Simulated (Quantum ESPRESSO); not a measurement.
# E(q) of MnHg from supercells

Wanted: E(q) of MnHg at simple fractions of a reciprocal vector.

Calculated with Quantum ESPRESSO 7.5; LDA; plane waves with GBRV 1.5 LDA potentials, no spin-orbit coupling, flat spiral in a supercell.

**1. The structure**

The structure is tetragonal, space group P4/mmm (No. 123). The conventional cell has a = 3.288 Å, b = 3.288 Å, c = 3.313 Å, α = 90.00°, β = 90.00°, γ = 90.00°. Nearest to Mn lie 8 Hg at 2.85 Å. Nearest to Hg lie 8 Mn at 2.85 Å. Farther neighbours are not listed.

The cell comes from the Crystallography Open Database.

**2. Parallel moments, one cell**

pw.in reads:

```
&CONTROL
  calculation = 'scf'
  prefix = 'pwscf'
  outdir = './tmp'
  pseudo_dir = './pseudo'
  disk_io = 'nowf'
/
&SYSTEM
  ibrav = 0
  celldm(1) = 8
  nat = 2
  ntyp = 2
  ecutwfc = 34
  ecutrho = 238
  nbnd = 40
  occupations = 'smearing'
  smearing = 'fd'
  degauss = 0.00734986
  noncolin = .true.
  starting_magnetization(1) = 0.2333
  angle1(1) = 90
  angle2(1) = 0
  starting_magnetization(2) = 0
/
&ELECTRONS
  conv_thr = 2d-08
  electron_maxstep = 150
  mixing_beta = 0.3
/
ATOMIC_SPECIES
Mn     54.9380 mn_lda_v1.5.uspp.F.UPF
Hg    200.5920 hg_lda_v1.uspp.F.UPF
CELL_PARAMETERS alat
   0.7766774372212    0.0000000000000    0.0000000000000
   0.0000000000000    0.7766774372212    0.0000000000000
   0.0000000000000    0.0000000000000    0.7825828313606
ATOMIC_POSITIONS crystal
Mn      0.5000000000    0.5000000000    0.5000000000
Hg      0.0000000000    0.0000000000    0.0000000000
K_POINTS automatic
6 6 12 0 0 0
```

Run with:

```
$ OMP_NUM_THREADS=1 mpirun -n 4 pw.x -nk 4 -in pw.in > pw.out
```

Log:

```text
Program PWSCF v.7.5 starts

     Message from routine setup:
     using ibrav=0 with symmetry is DISCOURAGED, use correct ibrav instead

     K-points division:     npool     =       4
     Subspace diagonalization in iterative solution of the eigenvalue problem:

     G-vector sticks info
     --------------------
     sticks:   dense  smooth     PW     G-vecs:    dense   smooth      PW
     Sum         733     421    137                14987     6499    1237

     Using Slab Decomposition

     bravais-lattice index     =            0
     lattice parameter (alat)  =       8.0000  a.u.
     unit-cell volume          =     241.7028 (a.u.)^3
     number of atoms/cell      =            2
     number of atomic types    =            2
     number of electrons       =        27.00
     number of Kohn-Sham states=           40
     kinetic-energy cutoff     =      34.0000  Ry
     charge density cutoff     =     238.0000  Ry
     scf convergence threshold =      2.0E-08
     mixing beta               =       0.3000
     number of iterations used =            8  plain     mixing
     Exchange-correlation= SLA  PZ   NOGX NOGC
                           (   1   1   0   0   0   0   0)
     Noncollinear calculation without spin-orbit

     celldm(1)=   8.000000  celldm(2)=   0.000000  celldm(3)=   0.000000
     celldm(4)=   0.000000  celldm(5)=   0.000000  celldm(6)=   0.000000

     crystal axes: (cart. coord. in units of alat)
               a(1) = (   0.776677   0.000000   0.000000 )
               a(2) = (   0.000000   0.776677   0.000000 )
               a(3) = (   0.000000   0.000000   0.782583 )

     reciprocal axes: (cart. coord. in units 2 pi/alat)
               b(1) = (  1.287536  0.000000  0.000000 )
               b(2) = (  0.000000  1.287536  0.000000 )
               b(3) = (  0.000000  0.000000  1.277820 )

     PseudoPot. # 1 for Mn read from file:
     mn_lda_v1.5.uspp.F.UPF
     Pseudo is Ultrasoft + core correction, Zval = 15.0
     Generated by new atomic code, or converted to UPF format
     Using radial grid of  859 points,  6 beta functions with:
                l(1) =   0
                l(2) =   0
                l(3) =   1
                l(4) =   1
                l(5) =   2
                l(6) =   2
     Q(r) pseudized with  8 coefficients,  rinner =    0.950   0.950   0.950
                                                       0.950   0.950

     PseudoPot. # 2 for Hg read from file:
     hg_lda_v1.uspp.F.UPF
     Pseudo is Ultrasoft + core correction, Zval = 12.0
     Generated by new atomic code, or converted to UPF format
     Using radial grid of  985 points,  6 beta functions with:
                l(1) =   0
                l(2) =   0
                l(3) =   1
                l(4) =   1
                l(5) =   2
                l(6) =   2
     Q(r) pseudized with  8 coefficients,  rinner =    2.000   2.000   2.000
                                                       2.000   2.000

     atomic species   valence    mass     pseudopotential
     Mn               15.00    54.93800     Mn( 1.00)
     Hg               12.00   200.59200     Hg( 1.00)

      8 Sym. Ops., with inversion, found

   Cartesian axes

     site n.     atom                  positions (alat units)
         1        Mn     tau(   1) = (   0.3883387   0.3883387   0.3912914  )
         2        Hg     tau(   2) = (   0.0000000   0.0000000   0.0000000  )

     number of k points=   112  Fermi-Dirac smearing, width (Ry)=  0.0073

     Number of k-points >= 100: set verbosity='high' to print them.

     Dense  grid:    14987 G-vectors     FFT dimensions: (  32,  32,  32)

     Smooth grid:     6499 G-vectors     FFT dimensions: (  24,  24,  24)

     Check: negative core charge=   -0.000017
     Generating pointlists ...
     new r_m :   0.2782 (alat units)  2.2253 (a.u.) for type    1
     new r_m :   0.2782 (alat units)  2.2253 (a.u.) for type    2

     Initial potential from superposition of free atoms

     starting charge      26.4999, renormalised to      27.0000

 ==============================================================================
     atom number    1 relative position :    0.3883   0.3883   0.3913
     charge :    13.788491  (integrated on a sphere of radius 0.278)
     magnetization :          3.156587    0.000000    0.000000
     magnetization/charge:    0.228929    0.000000    0.000000
     polar coord.: r, theta, phi [deg] :     3.156587   90.000000    0.000000

 ==============================================================================

 ==============================================================================
     atom number    2 relative position :    0.0000   0.0000   0.0000
     charge :    10.513153  (integrated on a sphere of radius 0.278)
     magnetization :          0.050297    0.000000    0.000000
     magnetization/charge:    0.004784    0.000000    0.000000
     polar coord.: r, theta, phi [deg] :     0.050297   90.000000    0.000000

 ==============================================================================
     Starting wfcs are   44 randomized atomic wfcs

     Self-consistent Calculation

     iteration #  1     ecut=    34.00 Ry     beta= 0.30
     Davidson diagonalization with overlap
     ethr =  1.00E-02,  avg # of iterations =  4.4

     total energy              =    -318.56463791 Ry
     estimated scf accuracy    <       0.40967418 Ry

     total magnetization       =     3.48    -0.00    -0.00 Bohr mag/cell
     absolute magnetization    =     3.60 Bohr mag/cell

     iteration #  2     ecut=    34.00 Ry     beta= 0.30
     Davidson diagonalization with overlap
     ethr =  1.52E-03,  avg # of iterations =  2.0

     total energy              =    -318.62835750 Ry
     estimated scf accuracy    <       0.02526049 Ry

     total magnetization       =     3.52    -0.00     0.00 Bohr mag/cell
     absolute magnetization    =     3.69 Bohr mag/cell

     iteration #  3     ecut=    34.00 Ry     beta= 0.30
     Davidson diagonalization with overlap
     ethr =  9.36E-05,  avg # of iterations =  3.2

     total energy              =    -318.63107757 Ry
     estimated scf accuracy    <       0.01118278 Ry

     total magnetization       =     3.60    -0.00    -0.00 Bohr mag/cell
     absolute magnetization    =     3.77 Bohr mag/cell

     [... further iterations left out ...]

     iteration #  9     ecut=    34.00 Ry     beta= 0.30
     Davidson diagonalization with overlap
     ethr =  2.40E-07,  avg # of iterations =  2.4

     total energy              =    -318.63298757 Ry
     estimated scf accuracy    <       0.00000529 Ry

     total magnetization       =     3.70    -0.00    -0.00 Bohr mag/cell
     absolute magnetization    =     3.90 Bohr mag/cell

     iteration # 10     ecut=    34.00 Ry     beta= 0.30
     Davidson diagonalization with overlap
     ethr =  1.96E-08,  avg # of iterations =  2.3

     total energy              =    -318.63298821 Ry
     estimated scf accuracy    <       0.00000034 Ry

     total magnetization       =     3.70     0.00    -0.00 Bohr mag/cell
     absolute magnetization    =     3.90 Bohr mag/cell

     iteration # 11     ecut=    34.00 Ry     beta= 0.30
     Davidson diagonalization with overlap
     ethr =  1.24E-09,  avg # of iterations =  2.7

     total energy              =    -318.63298826 Ry
     estimated scf accuracy    <       0.00000007 Ry

     total magnetization       =     3.70    -0.00     0.00 Bohr mag/cell
     absolute magnetization    =     3.90 Bohr mag/cell

     iteration # 12     ecut=    34.00 Ry     beta= 0.30
     Davidson diagonalization with overlap
     ethr =  2.73E-10,  avg # of iterations =  2.4

 ==============================================================================
     atom number    1 relative position :    0.3883   0.3883   0.3913
     charge :    13.731849  (integrated on a sphere of radius 0.278)
     magnetization :          3.665097   -0.000000   -0.000000
     magnetization/charge:    0.266905   -0.000000   -0.000000
     polar coord.: r, theta, phi [deg] :     3.665097   90.000000   -0.000000

 ==============================================================================

 ==============================================================================
     atom number    2 relative position :    0.0000   0.0000   0.0000
     charge :    10.144327  (integrated on a sphere of radius 0.278)
     magnetization :         -0.023848   -0.000000   -0.000000
     magnetization/charge:   -0.002351   -0.000000   -0.000000
     polar coord.: r, theta, phi [deg] :     0.023848   90.000000 -180.000000

 ==============================================================================

     End of self-consistent calculation

     Number of k-points >= 100: set verbosity='high' to print the bands.

     the Fermi energy is    13.7613 ev

!    total energy              =    -318.63298828 Ry
     estimated scf accuracy    <          8.6E-10 Ry
     smearing contrib. (-TS)   =      -0.00462922 Ry
     internal energy E=F+TS    =    -318.62835906 Ry

     The total energy is F=E-TS. E is the sum of the following terms:
     one-electron contribution =    -116.57153413 Ry
     hartree contribution      =      77.31921783 Ry
     xc contribution           =     -64.95469497 Ry
     ewald contribution        =    -214.42134780 Ry

     total magnetization       =     3.70    -0.00     0.00 Bohr mag/cell
     absolute magnetization    =     3.90 Bohr mag/cell

     convergence has been achieved in  12 iterations

=------------------------------------------------------------------------------=
   JOB DONE.
=------------------------------------------------------------------------------=
```

It took 29 s on 4 MPI ranks of Arm Neoverse V2, shared host; peak memory 0.41 GiB.

Spin moment in the atom's sphere by atom:

| atom | x (μB) | y (μB) | z (μB) | size |
| --- | --- | --- | --- | --- |
| Mn1 | 3.67 | 0.00 | 0.00 | 3.67 |
| Hg2 | -0.02 | 0.00 | 0.00 | 0.02 |

This step gave:

```yaml
smearing_term_ts: 0.06298 eV
magnetization: 3.705, 0, 0 μB
absolute_magnetization: 3.903 μB
final_state: ferromagnetic
```

**3. One turn in 2 cells along the input cell's c**

Neighbouring cells are turned by 180° in the xy plane; the cell holds 4 atoms.

pw.in reads:

```
&CONTROL
  calculation = 'scf'
  prefix = 'pwscf'
  outdir = './tmp'
  pseudo_dir = './pseudo'
  disk_io = 'nowf'
/
&SYSTEM
  ibrav = 0
  celldm(1) = 8
  nat = 4
  ntyp = 4
  ecutwfc = 34
  ecutrho = 238
  nbnd = 72
  occupations = 'smearing'
  smearing = 'fd'
  degauss = 0.00734986
  noncolin = .true.
  starting_magnetization(1) = 0.2333
  angle1(1) = 90
  angle2(1) = 90
  starting_magnetization(2) = 0.2333
  angle1(2) = 90
  angle2(2) = -90
  starting_magnetization(3) = 0
  starting_magnetization(4) = 0
/
&ELECTRONS
  conv_thr = 4d-08
  electron_maxstep = 150
  mixing_beta = 0.3
/
ATOMIC_SPECIES
Mn1    54.9380 mn_lda_v1.5.uspp.F.UPF
Mn2    54.9380 mn_lda_v1.5.uspp.F.UPF
Hg1   200.5920 hg_lda_v1.uspp.F.UPF
Hg2   200.5920 hg_lda_v1.uspp.F.UPF
CELL_PARAMETERS alat
   0.7766774372212    0.0000000000000    0.0000000000000
   0.0000000000000    0.7766774372212    0.0000000000000
   0.0000000000000    0.0000000000000    1.5651656627213
ATOMIC_POSITIONS crystal
Mn1     0.5000000000    0.5000000000    0.2500000000
Mn2     0.5000000000    0.5000000000    0.7500000000
Hg1     0.0000000000    0.0000000000    0.0000000000
Hg2     0.0000000000    0.0000000000    0.5000000000
K_POINTS automatic
6 6 6 0 0 0
```

Log:

```text
     [... lines left out ...]
Program PWSCF v.7.5 starts
     [... lines left out ...]
     number of atoms/cell      =            4
     [... lines left out ...]
     number of electrons       =        54.00
     number of Kohn-Sham states=           72
     kinetic-energy cutoff     =      34.0000  Ry
     charge density cutoff     =     238.0000  Ry
     scf convergence threshold =      4.0E-08
     [... lines left out ...]
     Noncollinear calculation without spin-orbit
     [... lines left out ...]
      4 Sym. Ops. (no inversion) found
     [... lines left out ...]
     number of k points=    96  Fermi-Dirac smearing, width (Ry)=  0.0073
     [... lines left out ...]
     iteration # 13     ecut=    34.00 Ry     beta= 0.30
     [... lines left out ...]
     atom number    1 relative position :    0.3883   0.3883   0.3913
     [... lines left out ...]
     magnetization :          0.000000    3.711486    0.000000
     [... lines left out ...]
     atom number    2 relative position :    0.3883   0.3883   1.1739
     [... lines left out ...]
     magnetization :         -0.000000   -3.711572   -0.000000
     [... lines left out ...]
     atom number    3 relative position :    0.0000   0.0000   0.0000
     [... lines left out ...]
     magnetization :         -0.000000   -0.000000   -0.000000
     [... lines left out ...]
     atom number    4 relative position :    0.0000   0.0000   0.7826
     [... lines left out ...]
     magnetization :          0.000000   -0.000000   -0.000000
     [... lines left out ...]
     the Fermi energy is    13.7590 ev
!    total energy              =    -637.27261137 Ry
     estimated scf accuracy    <       0.00000001 Ry
     smearing contrib. (-TS)   =      -0.00882526 Ry
     [... lines left out ...]
     total magnetization       =     0.00    -0.00     0.00 Bohr mag/cell
     absolute magnetization    =     7.88 Bohr mag/cell
     convergence has been achieved in  13 iterations
```

Wall time 1.9 min (4 MPI ranks); peak memory 0.8 GiB; 7.4 min of CPU time.

Spin moment in the atom's sphere by atom:

| atom | x (μB) | y (μB) | z (μB) | size |
| --- | --- | --- | --- | --- |
| Mn1 | 0.00 | 3.71 | 0.00 | 3.71 |
| Mn2 | 0.00 | -3.71 | 0.00 | 3.71 |
| Hg3 | 0.00 | 0.00 | 0.00 | 0.00 |
| Hg4 | 0.00 | 0.00 | 0.00 | 0.00 |

Read from the output:

```
smearing term TS       : 0.1201 eV
magnetization          : 0, 0, 0 μB
absolute magnetization : 7.882 μB
final state            : antiferromagnetic
```

[end of part 1 of 2]

[Logs and program files are shortened in this print: banners, set-up blocks, solver, clock and traceback lines can be left out without a mark of their own.]

[Logs are printed without paths, hosts, clocks, repeated set-up lines and the standing remarks that a program may print on its own settings, such as how far it seeks lower states.]

[Hosts, paths, dates, database ids (printed as entryN), source tags and the programs' standing remarks are cut or masked in the printed files.]

[Where a cell is said to come from a database of computed structures, the database is the Materials Project.]
